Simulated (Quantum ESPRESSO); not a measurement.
**How the functional moves the magnetism of FePt (Tetraferroplatinum)**

Two starts of FePt (Tetraferroplatinum) are run at each rung of the functional.

Main program and level: Quantum ESPRESSO 7.5; LDA; plane waves with GBRV 1.5 LDA potentials, no spin-orbit coupling (settings of the first rung).

Report form: inputs, costs, results and the conclusion, without the logs.

### Step 1. The structure

The structure is tetragonal, space group P4/mmm (No. 123). Conventional cell: a = 2.724 Å, b = 2.724 Å, c = 3.720 Å, α = 90.00°, β = 90.00°, γ = 90.00°. Nearest to Fe lie 8 Pt at 2.68 Å and 4 Fe at 2.72 Å. Nearest to Pt lie 8 Fe at 2.68 Å and 4 Pt at 2.72 Å. Farther neighbours, and contacts between anions beyond the nearest, are not listed.

### Step 2. Rung 1, start ferro +

File pw.in:

```
&CONTROL
  calculation = 'scf'
  prefix = 'pwscf'
  outdir = './tmp'
  pseudo_dir = './pseudo'
  disk_io = 'nowf'
/
&SYSTEM
  ibrav = 0
  nat = 2
  ntyp = 2
  ecutwfc = 40
  ecutrho = 280
  nbnd = 24
  occupations = 'smearing'
  smearing = 'fd'
  degauss = 0.00734986
  nspin = 2
  starting_magnetization(1) = 0.175
  starting_magnetization(2) = 0
/
&ELECTRONS
  conv_thr = 4d-09
  electron_maxstep = 150
  mixing_beta = 0.3
/
ATOMIC_SPECIES
Fe     55.8450 fe_lda_v1.5.uspp.F.UPF
Pt    195.0840 pt_lda_v1.4.uspp.F.UPF
CELL_PARAMETERS angstrom
   2.7235000000    0.0000000000    0.0000000000
   0.0000000000    2.7235000000    0.0000000000
   0.0000000000    0.0000000000    3.7200000000
ATOMIC_POSITIONS crystal
Fe      0.0000000000    0.0000000000    0.0000000000
Pt      0.5000000000    0.5000000000    0.5000000000
K_POINTS automatic
10 10 10 0 0 0
```

On the command line:

```bash
> OMP_NUM_THREADS=1 mpirun -n 4 pw.x -nk 4 -in pw.in > pw.out
```

It took 33 s on 4 MPI ranks of AMD EPYC 7R43, shared host; peak memory 0.36 GiB.

Spin moment in the atom's sphere by atom:

```csv
atom,spin moment in the atom's sphere (μB)
Fe1,2.92
Pt2,0.39
```

Numbers from this step:

```
magnetization : 3.281 μB
final state   : ferromagnetic
```

### Step 3. Rung 1, start antiferro q=(0,1/2,0) +-

The wavevector q is in fractions of the reciprocal vectors of the crystal's primitive cell, as the cells of these inputs are built from it; moments change sign between cells as cos(2π q·R).

File pw.in:

```
&CONTROL
  calculation = 'scf'
  prefix = 'pwscf'
  outdir = './tmp'
  pseudo_dir = './pseudo'
  disk_io = 'nowf'
/
&SYSTEM
  ibrav = 0
  nat = 4
  ntyp = 3
  ecutwfc = 40
  ecutrho = 280
  nbnd = 42
  occupations = 'smearing'
  smearing = 'fd'
  degauss = 0.00734986
  nspin = 2
  starting_magnetization(1) = 0.175
  starting_magnetization(2) = -0.175
  starting_magnetization(3) = 0
/
&ELECTRONS
  conv_thr = 8d-09
  electron_maxstep = 150
  mixing_beta = 0.3
/
ATOMIC_SPECIES
Fe1    55.8450 fe_lda_v1.5.uspp.F.UPF
Fe2    55.8450 fe_lda_v1.5.uspp.F.UPF
Pt    195.0840 pt_lda_v1.4.uspp.F.UPF
CELL_PARAMETERS angstrom
   2.7235000000    0.0000000000    0.0000000000
   0.0000000000    5.4470000000    0.0000000000
   0.0000000000    0.0000000000    3.7200000000
ATOMIC_POSITIONS crystal
Fe1     0.0000000000    0.0000000000    0.0000000000
Fe2     0.0000000000    0.5000000000    0.0000000000
Pt      0.5000000000    0.2500000000    0.5000000000
Pt      0.5000000000    0.7500000000    0.5000000000
K_POINTS automatic
10 5 10 0 0 0
```

Run time: 1.8 min. Hardware: 4 MPI ranks; peak memory 0.6 GiB.

Spin moment in the atom's sphere by atom:

```csv
atom,spin moment in the atom's sphere (μB)
Fe1,2.83
Fe2,-2.83
Pt3,0.00
Pt4,0.00
```

Numbers from this step:

```yaml
magnetization: 0 μB
final_state: antiferromagnetic
```

### Step 4. Rung 2, start ferro +

File pw.in:

```
&CONTROL
  calculation = 'scf'
  prefix = 'pwscf'
  outdir = './tmp'
  pseudo_dir = './pseudo'
  disk_io = 'nowf'
/
&SYSTEM
  ibrav = 0
  nat = 2
  ntyp = 2
  ecutwfc = 40
  ecutrho = 280
  nbnd = 24
  occupations = 'smearing'
  smearing = 'fd'
  degauss = 0.00734986
  nspin = 2
  starting_magnetization(1) = 0.175
  starting_magnetization(2) = 0
/
&ELECTRONS
  conv_thr = 4d-09
  electron_maxstep = 150
  mixing_beta = 0.3
/
ATOMIC_SPECIES
Fe     55.8450 fe_pbesol_v1.5.uspp.F.UPF
Pt    195.0840 pt_pbesol_v1.4.uspp.F.UPF
CELL_PARAMETERS angstrom
   2.7235000000    0.0000000000    0.0000000000
   0.0000000000    2.7235000000    0.0000000000
   0.0000000000    0.0000000000    3.7200000000
ATOMIC_POSITIONS crystal
Fe      0.0000000000    0.0000000000    0.0000000000
Pt      0.5000000000    0.5000000000    0.5000000000
K_POINTS automatic
10 10 10 0 0 0
```

The job ended after 30 s (4 MPI ranks; peak memory 0.36 GiB; 2 min of CPU time).

Read from the output:

```
magnetization  : 3.35 μB
final state    : ferromagnetic
largest moment : 3.001 μB
```

### Step 5. Rung 2, start antiferro q=(0,1/2,0) +-

File pw.in:

```
&CONTROL
  calculation = 'scf'
  prefix = 'pwscf'
  outdir = './tmp'
  pseudo_dir = './pseudo'
  disk_io = 'nowf'
/
&SYSTEM
  ibrav = 0
  nat = 4
  ntyp = 3
  ecutwfc = 40
  ecutrho = 280
  nbnd = 42
  occupations = 'smearing'
  smearing = 'fd'
  degauss = 0.00734986
  nspin = 2
  starting_magnetization(1) = 0.175
  starting_magnetization(2) = -0.175
  starting_magnetization(3) = 0
/
&ELECTRONS
  conv_thr = 8d-09
  electron_maxstep = 150
  mixing_beta = 0.3
/
ATOMIC_SPECIES
Fe1    55.8450 fe_pbesol_v1.5.uspp.F.UPF
Fe2    55.8450 fe_pbesol_v1.5.uspp.F.UPF
Pt    195.0840 pt_pbesol_v1.4.uspp.F.UPF
CELL_PARAMETERS angstrom
   2.7235000000    0.0000000000    0.0000000000
   0.0000000000    5.4470000000    0.0000000000
   0.0000000000    0.0000000000    3.7200000000
ATOMIC_POSITIONS crystal
Fe1     0.0000000000    0.0000000000    0.0000000000
Fe2     0.0000000000    0.5000000000    0.0000000000
Pt      0.5000000000    0.2500000000    0.5000000000
Pt      0.5000000000    0.7500000000    0.5000000000
K_POINTS automatic
10 5 10 0 0 0
```

Wall time 99 s (4 MPI ranks); peak memory 0.6 GiB.

Numbers from this step:

| Item | Value |
| --- | --- |
| magnetization | 0 μB |
| final state | antiferromagnetic |
| largest moment | 2.951 μB |

### Step 6. Rung 3, start ferro +

File pw.in:

```
&CONTROL
  calculation = 'scf'
  prefix = 'pwscf'
  outdir = './tmp'
  pseudo_dir = './pseudo'
  disk_io = 'nowf'
/
&SYSTEM
  ibrav = 0
  nat = 2
  ntyp = 2
  ecutwfc = 40
  ecutrho = 280
  nbnd = 24
  occupations = 'smearing'
  smearing = 'fd'
  degauss = 0.00734986
  nspin = 2
  starting_magnetization(1) = 0.175
  starting_magnetization(2) = 0
/
&ELECTRONS
  conv_thr = 4d-09
  electron_maxstep = 150
  mixing_beta = 0.3
/
ATOMIC_SPECIES
Fe     55.8450 fe_pbe_v1.5.uspp.F.UPF
Pt    195.0840 pt_pbe_v1.4.uspp.F.UPF
CELL_PARAMETERS angstrom
   2.7235000000    0.0000000000    0.0000000000
   0.0000000000    2.7235000000    0.0000000000
   0.0000000000    0.0000000000    3.7200000000
ATOMIC_POSITIONS crystal
Fe      0.0000000000    0.0000000000    0.0000000000
Pt      0.5000000000    0.5000000000    0.5000000000
K_POINTS automatic
10 10 10 0 0 0
```

The job ended after 30 s (4 MPI ranks; peak memory 0.36 GiB; 2 min of CPU time).

Numbers from this step:

- magnetization: 3.35 μB
- final state: ferromagnetic
- largest moment: 3.008 μB

### Step 7. Rung 3, start antiferro q=(0,1/2,0) +-

File pw.in:

```
&CONTROL
  calculation = 'scf'
  prefix = 'pwscf'
  outdir = './tmp'
  pseudo_dir = './pseudo'
  disk_io = 'nowf'
/
&SYSTEM
  ibrav = 0
  nat = 4
  ntyp = 3
  ecutwfc = 40
  ecutrho = 280
  nbnd = 42
  occupations = 'smearing'
  smearing = 'fd'
  degauss = 0.00734986
  nspin = 2
  starting_magnetization(1) = 0.175
  starting_magnetization(2) = -0.175
  starting_magnetization(3) = 0
/
&ELECTRONS
  conv_thr = 8d-09
  electron_maxstep = 150
  mixing_beta = 0.3
/
ATOMIC_SPECIES
Fe1    55.8450 fe_pbe_v1.5.uspp.F.UPF
Fe2    55.8450 fe_pbe_v1.5.uspp.F.UPF
Pt    195.0840 pt_pbe_v1.4.uspp.F.UPF
CELL_PARAMETERS angstrom
   2.7235000000    0.0000000000    0.0000000000
   0.0000000000    5.4470000000    0.0000000000
   0.0000000000    0.0000000000    3.7200000000
ATOMIC_POSITIONS crystal
Fe1     0.0000000000    0.0000000000    0.0000000000
Fe2     0.0000000000    0.5000000000    0.0000000000
Pt      0.5000000000    0.2500000000    0.5000000000
Pt      0.5000000000    0.7500000000    0.5000000000
K_POINTS automatic
10 5 10 0 0 0
```

Elapsed: 1.9 min, on 4 MPI ranks; peak memory 0.6 GiB.

Read from the output:

```
magnetization  : 0 μB
final state    : antiferromagnetic
largest moment : 2.963 μB
```

### Step 8. Rung 4, start ferro +

File pw.in:

```
&CONTROL
  calculation = 'scf'
  prefix = 'pwscf'
  outdir = './tmp'
  pseudo_dir = './pseudo'
  disk_io = 'nowf'
/
&SYSTEM
  ibrav = 0
  nat = 2
  ntyp = 2
  ecutwfc = 40
  ecutrho = 280
  nbnd = 24
  input_dft = 'wc'
  occupations = 'smearing'
  smearing = 'fd'
  degauss = 0.00734986
  nspin = 2
  starting_magnetization(1) = 0.175
  starting_magnetization(2) = 0
/
&ELECTRONS
  conv_thr = 4d-09
  electron_maxstep = 150
  mixing_beta = 0.3
/
ATOMIC_SPECIES
Fe     55.8450 fe_pbe_v1.5.uspp.F.UPF
Pt    195.0840 pt_pbe_v1.4.uspp.F.UPF
CELL_PARAMETERS angstrom
   2.7235000000    0.0000000000    0.0000000000
   0.0000000000    2.7235000000    0.0000000000
   0.0000000000    0.0000000000    3.7200000000
ATOMIC_POSITIONS crystal
Fe      0.0000000000    0.0000000000    0.0000000000
Pt      0.5000000000    0.5000000000    0.5000000000
K_POINTS automatic
10 10 10 0 0 0
```

Run time: 30 s. Hardware: 4 MPI ranks; peak memory 0.36 GiB; 2 min of CPU time.

Numbers from this step:

* magnetization: 3.347 μB
* final state: ferromagnetic
* largest moment: 3.001 μB

### Step 9. Rung 4, start antiferro q=(0,1/2,0) +-

File pw.in:

```
&CONTROL
  calculation = 'scf'
  prefix = 'pwscf'
  outdir = './tmp'
  pseudo_dir = './pseudo'
  disk_io = 'nowf'
/
&SYSTEM
  ibrav = 0
  nat = 4
  ntyp = 3
  ecutwfc = 40
  ecutrho = 280
  nbnd = 42
  input_dft = 'wc'
  occupations = 'smearing'
  smearing = 'fd'
  degauss = 0.00734986
  nspin = 2
  starting_magnetization(1) = 0.175
  starting_magnetization(2) = -0.175
  starting_magnetization(3) = 0
/
&ELECTRONS
  conv_thr = 8d-09
  electron_maxstep = 150
  mixing_beta = 0.3
/
ATOMIC_SPECIES
Fe1    55.8450 fe_pbe_v1.5.uspp.F.UPF
Fe2    55.8450 fe_pbe_v1.5.uspp.F.UPF
Pt    195.0840 pt_pbe_v1.4.uspp.F.UPF
CELL_PARAMETERS angstrom
   2.7235000000    0.0000000000    0.0000000000
   0.0000000000    5.4470000000    0.0000000000
   0.0000000000    0.0000000000    3.7200000000
ATOMIC_POSITIONS crystal
Fe1     0.0000000000    0.0000000000    0.0000000000
Fe2     0.0000000000    0.5000000000    0.0000000000
Pt      0.5000000000    0.2500000000    0.5000000000
Pt      0.5000000000    0.7500000000    0.5000000000
K_POINTS automatic
10 5 10 0 0 0
```

The job ended after 1.8 min (4 MPI ranks; peak memory 0.6 GiB; 7.1 min of CPU time).

Numbers from this step:

* magnetization: 0 μB
* final state: antiferromagnetic
* largest moment: 2.953 μB

### Step 10. Rung 5, start ferro +

File pw.in:

```
&CONTROL
  calculation = 'scf'
  prefix = 'pwscf'
  outdir = './tmp'
  pseudo_dir = './pseudo'
  disk_io = 'nowf'
/
&SYSTEM
  ibrav = 0
  nat = 2
  ntyp = 2
  ecutwfc = 40
  ecutrho = 280
  nbnd = 24
  input_dft = 'revpbe'
  occupations = 'smearing'
  smearing = 'fd'
  degauss = 0.00734986
  nspin = 2
  starting_magnetization(1) = 0.175
  starting_magnetization(2) = 0
/
&ELECTRONS
  conv_thr = 4d-09
  electron_maxstep = 150
  mixing_beta = 0.3
/
ATOMIC_SPECIES
Fe     55.8450 fe_pbe_v1.5.uspp.F.UPF
Pt    195.0840 pt_pbe_v1.4.uspp.F.UPF
CELL_PARAMETERS angstrom
   2.7235000000    0.0000000000    0.0000000000
   0.0000000000    2.7235000000    0.0000000000
   0.0000000000    0.0000000000    3.7200000000
ATOMIC_POSITIONS crystal
Fe      0.0000000000    0.0000000000    0.0000000000
Pt      0.5000000000    0.5000000000    0.5000000000
K_POINTS automatic
10 10 10 0 0 0
```

Elapsed: 34 s, on 4 MPI ranks; peak memory 0.36 GiB.

This step gave:

* magnetization: 3.358 μB
* final state: ferromagnetic
* largest moment: 3.021 μB

### Step 11. Rung 5, start antiferro q=(0,1/2,0) +-

File pw.in:

```
&CONTROL
  calculation = 'scf'
  prefix = 'pwscf'
  outdir = './tmp'
  pseudo_dir = './pseudo'
  disk_io = 'nowf'
/
&SYSTEM
  ibrav = 0
  nat = 4
  ntyp = 3
  ecutwfc = 40
  ecutrho = 280
  nbnd = 42
  input_dft = 'revpbe'
  occupations = 'smearing'
  smearing = 'fd'
  degauss = 0.00734986
  nspin = 2
  starting_magnetization(1) = 0.175
  starting_magnetization(2) = -0.175
  starting_magnetization(3) = 0
/
&ELECTRONS
  conv_thr = 8d-09
  electron_maxstep = 150
  mixing_beta = 0.3
/
ATOMIC_SPECIES
Fe1    55.8450 fe_pbe_v1.5.uspp.F.UPF
Fe2    55.8450 fe_pbe_v1.5.uspp.F.UPF
Pt    195.0840 pt_pbe_v1.4.uspp.F.UPF
CELL_PARAMETERS angstrom
   2.7235000000    0.0000000000    0.0000000000
   0.0000000000    5.4470000000    0.0000000000
   0.0000000000    0.0000000000    3.7200000000
ATOMIC_POSITIONS crystal
Fe1     0.0000000000    0.0000000000    0.0000000000
Fe2     0.0000000000    0.5000000000    0.0000000000
Pt      0.5000000000    0.2500000000    0.5000000000
Pt      0.5000000000    0.7500000000    0.5000000000
K_POINTS automatic
10 5 10 0 0 0
```

Run time: 2.1 min. Hardware: 4 MPI ranks; peak memory 0.61 GiB; 8.4 min of CPU time.

Numbers from this step:

* magnetization: 0 μB
* final state: antiferromagnetic
* largest moment: 2.980 μB

### Step 12. Rung 6, start ferro +

File pw.in:

```
&CONTROL
  calculation = 'scf'
  prefix = 'pwscf'
  outdir = './tmp'
  pseudo_dir = './pseudo'
  disk_io = 'nowf'
/
&SYSTEM
  ibrav = 0
  nat = 2
  ntyp = 2
  ecutwfc = 40
  ecutrho = 280
  nbnd = 24
  input_dft = 'rpbe'
  occupations = 'smearing'
  smearing = 'fd'
  degauss = 0.00734986
  nspin = 2
  starting_magnetization(1) = 0.175
  starting_magnetization(2) = 0
/
&ELECTRONS
  conv_thr = 4d-09
  electron_maxstep = 150
  mixing_beta = 0.3
/
ATOMIC_SPECIES
Fe     55.8450 fe_pbe_v1.5.uspp.F.UPF
Pt    195.0840 pt_pbe_v1.4.uspp.F.UPF
CELL_PARAMETERS angstrom
   2.7235000000    0.0000000000    0.0000000000
   0.0000000000    2.7235000000    0.0000000000
   0.0000000000    0.0000000000    3.7200000000
ATOMIC_POSITIONS crystal
Fe      0.0000000000    0.0000000000    0.0000000000
Pt      0.5000000000    0.5000000000    0.5000000000
K_POINTS automatic
10 10 10 0 0 0
```

Elapsed: 31 s, on 4 MPI ranks; peak memory 0.36 GiB.

Read from the output:

| Property | Result |
| --- | --- |
| magnetization | 3.36 μB |
| final state | ferromagnetic |
| largest moment | 3.025 μB |

### Step 13. Rung 6, start antiferro q=(0,1/2,0) +-

File pw.in:

```
&CONTROL
  calculation = 'scf'
  prefix = 'pwscf'
  outdir = './tmp'
  pseudo_dir = './pseudo'
  disk_io = 'nowf'
/
&SYSTEM
  ibrav = 0
  nat = 4
  ntyp = 3
  ecutwfc = 40
  ecutrho = 280
  nbnd = 42
  input_dft = 'rpbe'
  occupations = 'smearing'
  smearing = 'fd'
  degauss = 0.00734986
  nspin = 2
  starting_magnetization(1) = 0.175
  starting_magnetization(2) = -0.175
  starting_magnetization(3) = 0
/
&ELECTRONS
  conv_thr = 8d-09
  electron_maxstep = 150
  mixing_beta = 0.3
/
ATOMIC_SPECIES
Fe1    55.8450 fe_pbe_v1.5.uspp.F.UPF
Fe2    55.8450 fe_pbe_v1.5.uspp.F.UPF
Pt    195.0840 pt_pbe_v1.4.uspp.F.UPF
CELL_PARAMETERS angstrom
   2.7235000000    0.0000000000    0.0000000000
   0.0000000000    5.4470000000    0.0000000000
   0.0000000000    0.0000000000    3.7200000000
ATOMIC_POSITIONS crystal
Fe1     0.0000000000    0.0000000000    0.0000000000
Fe2     0.0000000000    0.5000000000    0.0000000000
Pt      0.5000000000    0.2500000000    0.5000000000
Pt      0.5000000000    0.7500000000    0.5000000000
K_POINTS automatic
10 5 10 0 0 0
```

It took 1.9 min on 4 MPI ranks; peak memory 0.6 GiB.

This step gave:

```
magnetization  : 0 μB
final state    : antiferromagnetic
largest moment : 2.985 μB
```

### Step 14. An input with a fault

As a test, an input with a fault in it is run.

File pw.in:

```
&CONTROL
  calculation = 'scf'
  prefix = 'pwscf'
  outdir = './tmp'
  pseudo_dir = './pseudo'
  disk_io = 'nowf'
/
&SYSTEM
  ibrav = 0
  nat = 2
  ntyp = 2
  ecutwfc = 40
  ecutrho = 280
  nbnd = 24
  occupations = 'smearing'
  smearing = 'fd'
  degauss = 0.07349864
  nspin = 2
  starting_magnetization(1) = 0.175
  starting_magnetization(2) = 0
/
&ELECTRONS
  conv_thr = 4d-09
  electron_maxstep = 50
  mixing_beta = 0.3
/
ATOMIC_SPECIES
Fe     55.8450 fe_pbesol_v1.5.uspp.F.UPF
Pt    195.0840 pt_pbesol_v1.4.uspp.F.UPF
CELL_PARAMETERS angstrom
   2.7235000000    0.0000000000    0.0000000000
   0.0000000000    2.7235000000    0.0000000000
   0.0000000000    0.0000000000    3.7200000000
ATOMIC_POSITIONS crystal
Fe      0.0000000000    0.0000000000    0.0000000000
Pt      0.5000000000    0.5000000000    0.5000000000
K_POINTS automatic
10 10 10 0 0 0
```

Elapsed: 38 s, on 4 MPI ranks; peak memory 0.36 GiB; 2.5 min of CPU time.

The run converged, but its input is faulty, so its numbers are not to be trusted.

The fault in the input: a smearing of electronvolts.

### Step 15. The rungs together

Ladder, by row:

```csv
rung,functional,potentials,state from the first start,state from the second start,second less first (meV a seeded atom),"moment, first (μB)","moment, second (μB)",CPU time (s)
1,LDA,GBRV 1.5 LDA,ferromagnetic,antiferromagnetic,1.81,2.915,2.834,564.6
2,PBEsol,GBRV 1.5 PBEsol,ferromagnetic,antiferromagnetic,14.46,3.001,2.951,513
3,PBE,GBRV 1.5 PBE,ferromagnetic,antiferromagnetic,19.84,3.008,2.963,582.6
4,WC,GBRV 1.5 PBE,ferromagnetic,antiferromagnetic,12.39,3.001,2.953,540
5,revPBE,GBRV 1.5 PBE,ferromagnetic,antiferromagnetic,22.91,3.021,2.98,639.5
6,RPBE,GBRV 1.5 PBE,ferromagnetic,antiferromagnetic,24.12,3.025,2.985,566.6
```

### Step 16. Summary of results

| Property | Result |
| --- | --- |
| range of the largest moment, first start | 2.92 to 3.02 μB; second start 2.83 to 2.99 μB |
| range of CPU time | 8.5 min to 11 min |
| range of the energy difference | 1.81 to 24.1 meV a seeded atom |

In words: For the first start the functionals give moments from 2.92 to 3.02 μB; all use the same cell, so differences in their own lattice constants don't enter. Rungs 4, 5 and 6 use pseudopotentials made with another functional. Energies are free energies at an electronic temperature of 1160 K, which lowers moments and differences where the moments are itinerant.

[Long decimals in the printed logs are rounded to 6 places.]

[Logs and program files are shortened in this print: banners, set-up blocks, solver, clock and traceback lines can be left out without a mark of their own.]

[Logs are printed without paths, hosts, clocks, repeated set-up lines and the standing remarks that a program may print on its own settings, such as how far it seeks lower states.]

[Hosts, paths, dates, database ids (printed as entryN), source tags and the programs' standing remarks are cut or masked in the printed files.]

[Where the starting crystal was built by hand or by swapping elements, it need not be the compound's stable phase.]

[Where a cell is said to come from a database of computed structures, the database is the Materials Project.]

[Lattice constants that a cell's source calls measured were typed from memory.]
